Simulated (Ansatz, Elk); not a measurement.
# NaScBr3: X-ray structure factors from the self-consistent density

The structure of NaScBr3 used here is made up (a known structure type with other elements) and was relaxed beforehand with PBE. The aim is the Fourier transform of its all-electron density, F(hkl), set beside the sum over free spherical atoms that refinements use.

Method: DFT, PBE, all-electron APW+lo, Dirac cores, scalar-relativistic bands, static density, no spin, in Elk 11.2.3 (patched build).

The structure was built from a prototype and need not be the compound's stable phase.

## 1. Set-up

Symmetry: Pm-3m, No. 221, cubic system. Conventional cell: a = 5.386 Å, b = 5.386 Å, c = 5.386 Å, α = 90.00°, β = 90.00°, γ = 90.00°. Nearest to Br lie 2 Sc at 2.69 Å. Sc has 6 Br at 2.69 Å nearest. Nearest to Na lie 12 Br at 3.81 Å. Farther neighbours and most contacts between anions are not listed.

As a file:

```cif
data_structure
_symmetry_space_group_name_H-M 'P 1'
_symmetry_Int_Tables_number 1
_cell_length_a 5.3865
_cell_length_b 5.3865
_cell_length_c 5.3865
_cell_angle_alpha 90.000
_cell_angle_beta 90.000
_cell_angle_gamma 90.000
_cell_volume 156.28
loop_
_atom_site_label
_atom_site_type_symbol
_atom_site_fract_x
_atom_site_fract_y
_atom_site_fract_z
_atom_site_occupancy
Br1 Br 0.50000 0.50000 0.00000 1
Br2 Br 0.50000 0.00000 0.50000 1
Br3 Br 0.00000 0.50000 0.50000 1
Sc4 Sc 0.50000 0.50000 0.50000 1
Na5 Na 0.00000 0.00000 0.00000 1
```

## 2. Ground state and structure factors

An all-electron density is needed, since X-rays see the cores too. Task 0 finds the density and task 195 Fourier-transforms it; tshift is off so that phases refer to the origin typed.

elk.in

```
tasks
  0
  195

xctype
  20

spinpol
  .false.

rgkmax
  7.0

gmaxvr
  14.0

lmaxo
  7

lmaxapw
  8

swidth
  0.002

tshift
  .false.

ramdisk
  .false.

hmaxvr
  5.5

maxscl
  120

epspot
  1e-06

sppath
  './'

avec
  10.17898342401 -0.00000000000 -0.00000000000
  0.00000000000 10.17898342401 0.00000000000
  -0.00000000000 0.00000000000 10.17898342401

atoms
  3
  'Br.in'
  3
  0.5000000000 0.5000000000 -0.0000000000   0.000000 0.000000 0.000000
  0.5000000000 -0.0000000000 0.5000000000   0.000000 0.000000 0.000000
  0.0000000000 0.5000000000 0.5000000000   0.000000 0.000000 0.000000
  'Sc.in'
  1
  0.5000000000 0.5000000000 0.5000000000   0.000000 0.000000 0.000000
  'Na.in'
  1
  -0.0000000000 0.0000000000 0.0000000000   0.000000 0.000000 0.000000

ngridk
  4 4 4
```

Run with:

```sh
OMP_NUM_THREADS=4 elk
```

Numbers of over 12 decimals in the logs are rounded to 6 here.

Log:

```text
┌─────────────────────────┐
│ Elk code version 11.2.3 │
└─────────────────────────┘

All units are atomic (Hartree, Bohr, etc.)

┌─────────────────────────────────────────────────┐
│ Ground-state run starting from atomic densities │
└─────────────────────────────────────────────────┘

Lattice vectors :
   10.17898342      -0.000000000      -0.000000000
   0.000000000       10.17898342       0.000000000
  -0.000000000       0.000000000       10.17898342

Reciprocal lattice vectors :
  0.6172704135      -0.000000000       0.000000000
   0.000000000      0.6172704135       0.000000000
   0.000000000      -0.000000000      0.6172704135

Unit cell volume      :    1054.661813
Brillouin zone volume :   0.2351940787

Muffin-tin inner radius fraction :   0.1000000000E-01

Nuclei treated as point charges

Species : 1 (Br)
 parameters loaded from : Br.in
 name : bromine
 nuclear charge    :   -35.00000000
 electronic charge :    35.00000000
 atomic mass :    145656.0816
 muffin-tin radius :    2.400000000
 number of radial points in muffin-tin :    993
 inner part over the whole radius :   0.9934012010E-02
 number on inner part of muffin-tin    :    703
 approximate nuclear radius :   0.7858070945E-04
 number of mesh points to nuclear radius :    344
 atomic positions (lattice), magnetic fields (Cartesian) :
  1 :   0.50000000  0.50000000  0.00000000    0.00000000  0.00000000  0.00000000
  2 :   0.50000000  0.00000000  0.50000000    0.00000000  0.00000000  0.00000000
  3 :   0.00000000  0.50000000  0.50000000    0.00000000  0.00000000  0.00000000

Species : 2 (Sc)
 parameters loaded from : Sc.in
 name : scandium
 nuclear charge    :   -21.00000000
 electronic charge :    21.00000000
 atomic mass :    81949.61073
 muffin-tin radius :    2.400000000
 number of radial points in muffin-tin :    993
 inner part over the whole radius :   0.9898716403E-02
 number on inner part of muffin-tin    :    698
 approximate nuclear radius :   0.6711386133E-04
 number of mesh points to nuclear radius :    323
 atomic positions (lattice), magnetic fields (Cartesian) :
  1 :   0.50000000  0.50000000  0.50000000    0.00000000  0.00000000  0.00000000

Species : 3 (Na)
 parameters loaded from : Na.in
 name : sodium
 nuclear charge    :   -11.00000000
 electronic charge :    11.00000000
 atomic mass :    41907.78703
 muffin-tin radius :    2.200000000
 number of radial points in muffin-tin :    793
 inner part over the whole radius :   0.9883648912E-02
 number on inner part of muffin-tin    :    551
 approximate nuclear radius :   0.5574345702E-04
 number of mesh points to nuclear radius :    238
 atomic positions (lattice), magnetic fields (Cartesian) :
  1 :   0.00000000  0.00000000  0.00000000    0.00000000  0.00000000  0.00000000

Total number of atoms per unit cell :    5
Total muffin-tin volume :    276.2255813
 ratio of muffin-tin to unit cell volume :   0.2619091522

Spin treatment :
 spin-unpolarised

Number of Bravais lattice symmetries :   48
Number of crystal symmetries         :   48
Crystal has inversion symmetry
Real symmetric eigensolver will be used

k-point grid :      4     4     4
k-point offset :    0.000000000       0.000000000       0.000000000
k-point set is reduced with full crystal symmetry group
Total number of k-points :       10

Muffin-tin radius times maximum |G+k| :    7.000000000
 using average radius
Maximum |G+k| for APW functions       :    2.966101695
Maximum (1/2)|G+k|²                   :    4.398879632
Maximum |G| for potential and density :    14.00000000
Constant for pseudocharge density :    8
 order of it for each species :   15  15  15
 order of it for pair densities of each species (exact exchange by exxq0 0: 16) :   10  10   8
Radial integration step length :    1

G-vector grid sizes :     48    48    48
Number of G-vectors :    48885

Maximum angular momentum used for
 APW functions            :    8
 outer part of muffin-tin :    7
 inner part of muffin-tin :    2

Total nuclear charge    :   -137.0000000
[...]
xc potential                :     -440.46563999348
 exchange                    :     -324.07864526343
 correlation                 :     -6.430338
 electron entropic           :    -0.21592380432875E-02
 total energy                :     -8752.0966102689

Density of states at Fermi energy :    184.0131750
 (states/Hartree/unit cell)

Estimated indirect band gap :   0.4197166438E-03
 from k-point 4 to k-point 2
Estimated direct band gap   :   0.1920551286E-02
 at k-point 4

Charges :
 core                        :    66.00000000
 valence                     :    71.00000000
 interstitial                :    7.149625656
 muffin-tins (core leakage)
  species : 1 (Br)
   atom 1                    :    33.55758736     (  0.2287190614E-04)
[...]
species : 2 (Sc)
[...]
species : 3 (Na)
[...]
total in muffin-tins        :    129.8503743
 total calculated charge     :    136.9997554
 total charge                :    137.0000000
 error                       :   0.2446119734E-03

RMS change in Kohn-Sham potential (target) :   0.4533257001     (  0.1000000000E-05)
Absolute change in total energy (target)   :    4.343623943     (  0.1000000000E-03)

[... loops 3 to 14 left out ...]

┌──────────────────┐
│ Loop number : 15 │
└──────────────────┘

Energies :
 Fermi                       :     0.157712
 sum of occupied eigenvalues :     -5082.2863091582
 electron kinetic            :      8951.3335154285
 core electron kinetic       :      8135.1527418559
 Coulomb                     :     -17367.746699251
 Coulomb potential           :     -13603.939341921
 nuclear-nuclear             :     -905.90300282435
 electron-nuclear            :     -19334.677003463
 Hartree                     :      2872.8333070362
 Madelung                    :     -10565.777028291
 xc potential                :     -429.68048266515
 exchange                    :     -324.00167134180
 correlation                 :     -6.426484
 electron entropic           :    -0.24209240221337E-02
 total energy                :     -8746.8437604165

Density of states at Fermi energy :    201.1098930
 (states/Hartree/unit cell)

Estimated indirect band gap :   0.1611104236E-01
 from k-point 3 to k-point 4
Estimated direct band gap   :   0.1739509040E-01
 at k-point 2

Charges :
 core                        :    66.00000000
 valence                     :    71.00000000
 interstitial                :    7.250996049
 muffin-tins (core leakage)
  species : 1 (Br)
[...]
species : 2 (Sc)
[...]
species : 3 (Na)
[...]
total in muffin-tins        :    129.7490040
 total calculated charge     :    136.9996932
 total charge                :    137.0000000
 error                       :   0.3067746847E-03

RMS change in Kohn-Sham potential (target) :   0.4013037635E-06 (  0.1000000000E-05)
Absolute change in total energy (target)   :   0.6581603702E-04 (  0.1000000000E-03)

Convergence targets achieved

┌──────────────────┐
│ Loop number : 16 │
└──────────────────┘

Energies :
 Fermi                       :     0.157712
 sum of occupied eigenvalues :     -5082.2863280471
 electron kinetic            :      8951.3335120052
 core electron kinetic       :      8135.1527404674
 Coulomb                     :     -17367.746703922
 Coulomb potential           :     -13603.939346169
 nuclear-nuclear             :     -905.90300282435
 electron-nuclear            :     -19334.677008637
 Hartree                     :      2872.8333075393
 Madelung                    :     -10565.777030838
 xc potential                :     -429.68049388377
 exchange                    :     -324.00167137445
 correlation                 :     -6.426484
 electron entropic           :    -0.24209245659930E-02
 total energy                :     -8746.8437685593

Density of states at Fermi energy :    201.1099401
 (states/Hartree/unit cell)

Estimated indirect band gap :   0.1611104271E-01
 from k-point 3 to k-point 4
Estimated direct band gap   :   0.1739508985E-01
 at k-point 2

Charges :
 core                        :    66.00000000
 valence                     :    71.00000000
 interstitial                :    7.250996003
 muffin-tins (core leakage)
  species : 1 (Br)
[...]
atom 3                    :    33.54874054     (  0.2295235960E-04)
  species : 2 (Sc)
   atom 1                    :    19.14718423     ( -0.2163113919E-06)
  species : 3 (Na)
   atom 1                    :    9.955598144     ( -0.9715865357E-07)
 total in muffin-tins        :    129.7490040
 total calculated charge     :    136.9996932
 total charge                :    137.0000000
 error                       :   0.3067747244E-03

┌──────────────────────────────┐
│ Self-consistent loop stopped │
└──────────────────────────────┘

Wrote STATE.OUT
```

The job ended after 28 s (4 threads of Arm Neoverse V2, shared host; peak memory 0.22 GiB).

SFACRHO.OUT:

```text

h k l indices transformed by vhmat matrix:
   1.000000000       0.000000000       0.000000000    
   0.000000000       1.000000000       0.000000000    
   0.000000000       0.000000000       1.000000000    

      h      k      l  multipl.   |H|            Re(F)            Im(F)           |F|

      0      0      0      1   0.0000000       137.00000      0.15008726E-15   137.00000    
      0      0      1      6  0.61727041      -41.898004      0.10010021E-13   41.898004    
      0     -1      1     12  0.87295219      -4.6399402     -0.76887653E-14   4.6399402    
     -1     -1     -1      8   1.0691437       81.537381      0.15320529E-13   81.537381    
      0      0     -2      6   1.2345408       109.44243      0.17418140E-13   109.44243    
     -1     -2      0     24   1.3802586      -34.125589     -0.12059600E-13   34.125589    
     -2      1      1     24   1.5119975      -4.2900423     -0.20600984E-13   4.2900423    
     -2      2      0     12   1.7459044       96.220550      0.13563275E-13   96.220550    
     -2      1     -2     24   1.8518112      -30.296643     -0.20236640E-13   30.296643    
     -3      0      0      6   1.8518112      -30.433996     -0.23162087E-13   30.433996    
      0      3     -1     24   1.9519804      -4.4181322     -0.30491162E-14   4.4181322    
      3     -1      1     24   2.0472544       65.121934     -0.16532279E-13   65.121934    
      2      2      2      8   2.1382874       87.744098     -0.42956289E-13   87.744098    
      0      3     -2     24   2.2256001      -27.960024      0.30001099E-14   27.960024    
     -3      1      2     48   2.3096144      -4.8291200      0.46785071E-13   4.8291200    
      4      0      0      6   2.4690817       81.500454     -0.26739093E-13   81.500454    
     -1      0      4     24   2.5450711      -26.199039     -0.10894859E-14   26.199039    
      2     -3     -2     24   2.5450711      -26.192103     -0.24365866E-14   26.192103
```

Elk indexes on the primitive cell of elk.in and gives |H| = 4π sin θ/λ in inverse bohr. Below, one row stands for each form hkl of the conventional cell (m members, Friedel mates merged), F is for one primitive cell and the density is static (no thermal factor). Free-atom factors are Waasmaier and Kirfel's, and R is Σm||F|−|F'||/Σm|F|.

| hkl | m | sin θ/λ (Å⁻¹) | abs F, DFT | neutral atoms | diff. |
| --- | --- | --- | --- | --- | --- |
| 100 | 6 | 0.093 | 41.898 | 41.511 | +0.388 |
| 110 | 12 | 0.131 | 4.640 | 4.459 | +0.181 |
| 111 | 8 | 0.161 | 81.537 | 81.283 | +0.254 |
| 200 | 6 | 0.186 | 109.442 | 109.279 | +0.163 |
| 210 | 24 | 0.208 | 34.126 | 34.089 | +0.036 |
| 211 | 24 | 0.227 | 4.290 | 4.256 | +0.034 |
| 220 | 12 | 0.263 | 96.221 | 96.381 | -0.161 |
| 221 | 24 | 0.279 | 30.297 | 30.377 | -0.080 |
| 300 | 6 | 0.279 | 30.434 | 30.377 | +0.057 |
| 310 | 24 | 0.293 | 4.418 | 4.518 | -0.099 |
| 311 | 24 | 0.308 | 65.122 | 65.349 | -0.227 |
| 222 | 8 | 0.322 | 87.744 | 87.955 | -0.211 |
| 320 | 24 | 0.335 | 27.960 | 27.974 | -0.014 |
| 321 | 48 | 0.347 | 4.829 | 4.874 | -0.045 |
| 400 | 6 | 0.371 | 81.501 | 81.659 | -0.158 |
| 410 | 24 | 0.383 | 26.199 | 26.209 | -0.010 |
| 322 | 24 | 0.383 | 26.192 | 26.209 | -0.017 |
| 330 | 12 | 0.394 | 5.090 | 5.148 | -0.058 |
| 411 | 24 | 0.394 | 5.090 | 5.148 | -0.058 |
| 331 | 24 | 0.405 | 57.328 | 57.503 | -0.174 |
| 420 | 24 | 0.415 | 76.481 | 76.608 | -0.127 |
| 421 | 48 | 0.425 | 24.812 | 24.819 | -0.006 |

## 3. The highest occupied states alone

An energy window below the Fermi level keeps the highest occupied states, to see at which angles they scatter; shallow core shells can lie inside it and anion s states outside. No new self-consistency is needed.

Edit elk.in of step 2 so:

```diff
@@ -1,3 +1,2 @@
 tasks
-  0
   195
@@ -40,2 +39,5 @@
 
+wsfac
+  -0.209780 0.457710
+
 sppath
```

Run with:

```sh
OMP_NUM_THREADS=4 elk
```

Log:

```text
┌─────────────────────────────────┐
│ Elk code version 11.2.3 started │
└─────────────────────────────────┘

Info(readinput): the functional depends on the density's gradient
 muffin-tin radial points multiplied by    2.00000
 (not where nrmtscf is given)

┌────────────────────┐
│ Current task : 195 │
└────────────────────┘

Info(sfacrho): density structure factors written to SFACRHO.OUT

 Energy window :  -0.2097800000      0.4577100000

┌──────────────────┐
│ Elk code stopped │
└──────────────────┘
```

It took 15 s on 4 threads; peak memory 0.16 GiB.

States within 10 eV below the Fermi level hold 19.00 electrons; any levels below the window count with the cores. Their amplitudes can exceed the total, where window and core parts have opposite phase:

| hkl | sin θ/λ (Å⁻¹) | abs F, window | abs F, all |
| --- | --- | --- | --- |
| 100 | 0.093 | 5.128 | 41.898 |
| 110 | 0.131 | 1.974 | 4.640 |
| 111 | 0.161 | 5.449 | 81.537 |
| 200 | 0.186 | 4.681 | 109.442 |
| 210 | 0.208 | 1.356 | 34.126 |
| 211 | 0.227 | 0.384 | 4.290 |
| 220 | 0.263 | 0.986 | 96.221 |
| 221 | 0.279 | 0.318 | 30.297 |
| 300 | 0.279 | 0.352 | 30.434 |
| 310 | 0.293 | 0.202 | 4.418 |

## 4. Another functional

The difference from free atoms is small, so it is set against the change that PBEsol makes.

Edit elk.in of step 3 so:

```diff
@@ -1,2 +1,3 @@
 tasks
+  0
   195
@@ -4,3 +5,3 @@
 xctype
-  20
+  22
 
@@ -39,5 +40,2 @@
 
-wsfac
-  -0.209780 0.457710
-
 sppath
```

Run with:

```sh
OMP_NUM_THREADS=4 elk
```

Log:

```text
┌─────────────────────────┐
│ Elk code version 11.2.3 │
└─────────────────────────┘

All units are atomic (Hartree, Bohr, etc.)

┌─────────────────────────────────────────────────┐
│ Ground-state run starting from atomic densities │
└─────────────────────────────────────────────────┘

Lattice vectors :
   10.17898342      -0.000000000      -0.000000000
   0.000000000       10.17898342       0.000000000
  -0.000000000       0.000000000       10.17898342

Reciprocal lattice vectors :
  0.6172704135      -0.000000000       0.000000000
[...]
valence                     :    71.00000000
 interstitial                :    7.299722625
 muffin-tins (core leakage)
  species : 1 (Br)
[...]
species : 2 (Sc)
   atom 1                    :    19.14673523     ( -0.2162648869E-06)
  species : 3 (Na)
   atom 1                    :    9.955086299     ( -0.9715865490E-07)
 total in muffin-tins        :    129.7002774
 total calculated charge     :    136.9996913
 total charge                :    137.0000000
 error                       :   0.3086697408E-03

┌──────────────────────────────┐
│ Self-consistent loop stopped │
└──────────────────────────────┘

Wrote STATE.OUT
[key lines of the parts left out:]
total energy                :     -8740.4106569273
```

Run time: 28 s. Hardware: 4 threads; peak memory 0.23 GiB.

Against the first run R = 0.03 %; the largest change is -0.039 at 200.

## 5. Basis size

A smaller basis shows how fast F responds to it; the change is likely larger than the basis error of the first run, but doesn't show convergence.

Edit elk.in of step 4 so:

```diff
@@ -5,3 +5,3 @@
 xctype
-  22
+  20
 
@@ -11,3 +11,3 @@
 rgkmax
-  7.0
+  5.5
```

Run with:

```sh
OMP_NUM_THREADS=4 elk
```

Log:

```text
┌─────────────────────────┐
│ Elk code version 11.2.3 │
└─────────────────────────┘

All units are atomic (Hartree, Bohr, etc.)

┌─────────────────────────────────────────────────┐
│ Ground-state run starting from atomic densities │
└─────────────────────────────────────────────────┘

Lattice vectors :
   10.17898342      -0.000000000      -0.000000000
   0.000000000       10.17898342       0.000000000
  -0.000000000       0.000000000       10.17898342

Reciprocal lattice vectors :
  0.6172704135      -0.000000000       0.000000000
[...]
valence                     :    71.00000000
 interstitial                :    7.398697891
 muffin-tins (core leakage)
  species : 1 (Br)
[...]
species : 2 (Sc)
   atom 1                    :    19.09971083     ( -0.2163163622E-06)
  species : 3 (Na)
   atom 1                    :    9.948625743     ( -0.9715865446E-07)
 total in muffin-tins        :    129.6013021
 total calculated charge     :    136.9997149
 total charge                :    137.0000000
 error                       :   0.2850866872E-03

┌──────────────────────────────┐
│ Self-consistent loop stopped │
└──────────────────────────────┘

Wrote STATE.OUT
[key lines of the parts left out:]
total energy                :     -8746.7669295926
```

Wall time 24 s (4 threads); peak memory 0.21 GiB.

Against the first run R = 0.03 %; the largest change is -0.053 at 200.

## 6. Settings against the effect

| run | R against the first run (%) | R against neutral atoms, low angle (%) | wall time |
| --- | --- | --- | --- |
| PBE, rgkmax 7 | 0.00 | 0.33 | 28 s |
| PBEsol | 0.03 | 0.32 | 28 s |
| rgkmax 5.5 | 0.03 | 0.33 | 24 s |

## 7. Outcome

| Quantity | Value |
| --- | --- |
| R against neutral atoms, sin θ/λ < 0.3 Å⁻¹ | 0.33 % |
| R against neutral atoms, 0.3 to 0.82 Å⁻¹ | 0.20 % |

**Reading.** Independent neutral atoms miss the calculated amplitudes by R = 0.33 % below 0.3 Å⁻¹ and 0.20 % from there to 0.82 Å⁻¹; by shells, 1.46 % below 0.15 Å⁻¹ (2 forms), 0.26 % 0.15 to 0.3 (8 forms), 0.23 % 0.3 to 0.45 (13 forms), 0.19 % above 0.45 (81 forms). Bonding, aspherical density and the tables' own atoms all enter these figures, and the runs don't part them. The largest change of an amplitude is +0.39 electrons, at 100. The window's part falls from 19.0 electrons at the origin to at most 0.34 between 0.45 and 0.82 Å⁻¹. Below 0.3 Å⁻¹ the changes that finished (PBEsol and rgkmax 5.5) move F by R = 0.05 % at most, against the 0.33 % that separates it from free atoms. The k-mesh has no finished test. The electron count is odd, so without spin the run is a metal by force. Part of the difference isn't bonding: the tables are fits to free atoms and ions calculated by other methods than this functional. Thermal motion, anomalous dispersion and extinction are left out.

[Logs are printed without paths, hosts, clocks, repeated set-up lines and the standing remarks that a program may print on its own settings, such as how far it seeks lower states.]

[Hosts, paths, dates, database ids (printed as entryN), source tags and the programs' standing remarks are cut or masked in the printed files.]
